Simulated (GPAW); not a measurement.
Consider MgNi3C (Pm-3m).

```
Ni Mg C
1.0
     3.80890    0.00000    0.00000
     0.00000    3.80890    0.00000
     0.00000    0.00000    3.80890
Ni Mg C
3 1 1
Direct
  0.50000 0.50000 0.00000
  0.50000 0.00000 0.50000
  0.00000 0.50000 0.50000
  0.00000 0.00000 0.00000
  0.50000 0.50000 0.50000
```

Absorber: atom 1, with 2 C at 1.90 Å (linear, site symmetry 4/mmm). Method: GPAW, LDA, excited-electron core hole (neutral cell), 10-atom cell with 5.4 Å between holes, 5×5×5 k points, dipole transitions, Gaussian full width 1.44 eV up to 4 eV, rising linearly to 3.5 eV at 25 eV.

**Question.** Where do the maxima of the Ni K edge fall?

Main maxima up to 30 eV above the zero (height): 0.7 eV (0.39), 7.5 eV (1.28), 16.7 eV (1.60), 20.8 eV (1.67) and 25.3 eV (1.41). A K edge sees empty p states, which here mix into the lowest empty bands, so that weight starts at the zero. The total-energy difference is 8311.85 eV. The tabulated edge of the element is 8333 eV. The functional leaves an error in such absolute values: in the free atom LDA prices this hole 17.6 eV below PBE (computed apart), and PBE is itself good to a few eV.

The Ni K spectrum (energy from the lowest empty level; intensity scaled to a mean of 1 over the first 20 eV):

```tsv
E (eV)	intensity
-2.0	0.00
-1.4	0.01
-0.8	0.06
-0.2	0.21
0.4	0.37
1.0	0.36
1.6	0.32
2.2	0.41
2.8	0.51
3.4	0.61
4.0	0.67
4.6	0.68
5.2	0.75
5.8	0.85
6.4	0.99
7.0	1.20
7.6	1.27
8.2	1.12
8.8	0.93
9.4	0.83
10.0	0.79
10.6	0.82
11.2	0.86
11.8	0.88
12.4	0.89
13.0	0.94
13.6	1.05
14.2	1.19
14.8	1.34
15.4	1.47
16.0	1.56
16.6	1.60
17.2	1.59
17.8	1.54
18.4	1.51
19.0	1.52
19.6	1.58
20.2	1.65
20.8	1.67
21.4	1.64
22.0	1.55
22.6	1.45
23.2	1.38
23.8	1.36
24.4	1.38
25.0	1.40
25.6	1.40
26.2	1.36
26.8	1.27
27.4	1.15
28.0	1.03
28.6	0.93
29.2	0.88
29.8	0.86
30.4	0.86
31.0	0.88
31.6	0.89
```

The hole lies in one spin channel, while the script sums the empty states of both and takes the lower zero; where the two channels are split, this blurs and shifts the curve. Quadrupole 1s→3d transitions, which feed the pre-edge, are not in the dipole spectrum. The starting moments shrank to 0.00 μB or less, so this is hardly a magnetic state. The holes are only 5.4 Å apart, so the shape is probably not converged with cell size; no larger cell was run here. The mesh is coarse (0.33 Å⁻¹ between points), so small maxima may be mesh ripples. Lifetime broadening is put in by hand, and intensities beyond about 20 eV depend on it and on the partial waves. The structure is a published determination, not relaxed.

[Banner, clock and machine lines of the logs are left out without a mark of their own.]

[Logs are printed without paths, hosts, clocks, repeated set-up lines and the standing remarks that a program may print on its own settings, such as how far it seeks lower states.]

[Hosts, paths, dates, database ids (printed as entryN), source tags and the programs' standing remarks are cut or masked in the printed files.]

[Lists of maxima count a maximum above −3 eV only where it reaches 4 % of the highest in the window and stands out from its surroundings by 2 % of it (1.5 % where it reaches 55 %); shoulders and weaker maxima are passed over, and of the rest the first, up to two pre-edge ones and the few strongest are named.]
